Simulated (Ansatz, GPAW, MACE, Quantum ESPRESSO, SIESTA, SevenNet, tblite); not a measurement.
# Which run comes nearest? Random packing of 32SiO2-39SiC-29C (mol %) (83 atoms)

Density of this cell: 2.88 g/cm³. The cell holds 83 atoms: 29 Si, 26 O and 28 C. Its edges and angles: a = 9.666 Å, b = 9.666 Å, c = 9.666 Å, α = 90.0°, β = 90.0°, γ = 90.0°. 83 atoms (29 Si, 26 O, 28 C) packed at random in a cube at 2.88 g/cm³ and pushed apart as soft spheres, cations and anions kept from their own kind; a start for melting by ab initio MD, not an equilibrated structure. Then every atom was moved at random, 0.02 Å r.m.s. a Cartesian component.

Geometry: as built.

The reference, a calculation:

| Quantity | Value |
| --- | --- |
| method | Kohn-Sham DFT, PBE, PAW, plane waves (Ansatz 0.2.0); cutoff 420 eV, Γ point, fermi-dirac smearing of 0.05 eV; PAW set soft_2 |
| r.m.s. force component | 1.508 eV/Å |
| longest force | 6.418 eV/Å |
| pressure | 6.568 GPa |
| SCF cycles | 10 |
| time | 10 s on 4 threads of Arm Neoverse V1, shared host |
| CPU time | 37 s |

Runs, in no order:
A. GPAW PBE, LCAO szp(dzp), h 0.18 Å: Kohn-Sham DFT, PBE, PAW, atomic orbitals (szp(dzp))
B. GPAW revPBE, LCAO dzp, h 0.18 Å: Kohn-Sham DFT, revPBE, PAW, atomic orbitals (dzp)
C. QE PBE, sssp-1.3.0-efficiency, 60/480 Ry: Kohn-Sham DFT, PBE, SSSP efficiency 1.3.0 pseudopotentials, plane waves
D. tblite GFN1-xTB: GFN1-xTB tight binding, diagonalisation
E. SIESTA PBE, DZP, shift 0.01 Ry, mesh 100 Ry: Kohn-Sham DFT, PBE, PseudoDojo 0.4.1 norm-conserving pseudopotentials (converted to PSML), numerical atomic orbitals (DZP), diagonalisation

Q: Order them from the smallest to the largest r.m.s. force difference.

C, E, B, A, D.

```
                                           run  Δ force, r.m.s. (meV/Å)  share of r.m.s. force (%)  CPU time
   C. QE PBE, sssp-1.3.0-efficiency, 60/480 Ry                     23.7                       1.57   8.8 min
E. SIESTA PBE, DZP, shift 0.01 Ry, mesh 100 Ry                      205                       13.6      91 s
            B. GPAW revPBE, LCAO dzp, h 0.18 Å                      310                       20.5   5.9 min
          A. GPAW PBE, LCAO szp(dzp), h 0.18 Å                      583                       38.7   4.4 min
                            D. tblite GFN1-xTB                      834                       55.3     4.3 s
```

Periodic xTB results under one method name differ between programs and library versions. The electronic-structure runs sample only Γ, in a cell whose shortest periodic width is 10 Å, which is coarse for a cell with partly filled levels.

[Logs are printed without paths, hosts, clocks, repeated set-up lines and the standing remarks that a program may print on its own settings, such as how far it seeks lower states.]

[Hosts, paths, dates, database ids (printed as entryN), source tags and the programs' standing remarks are cut or masked in the printed files.]
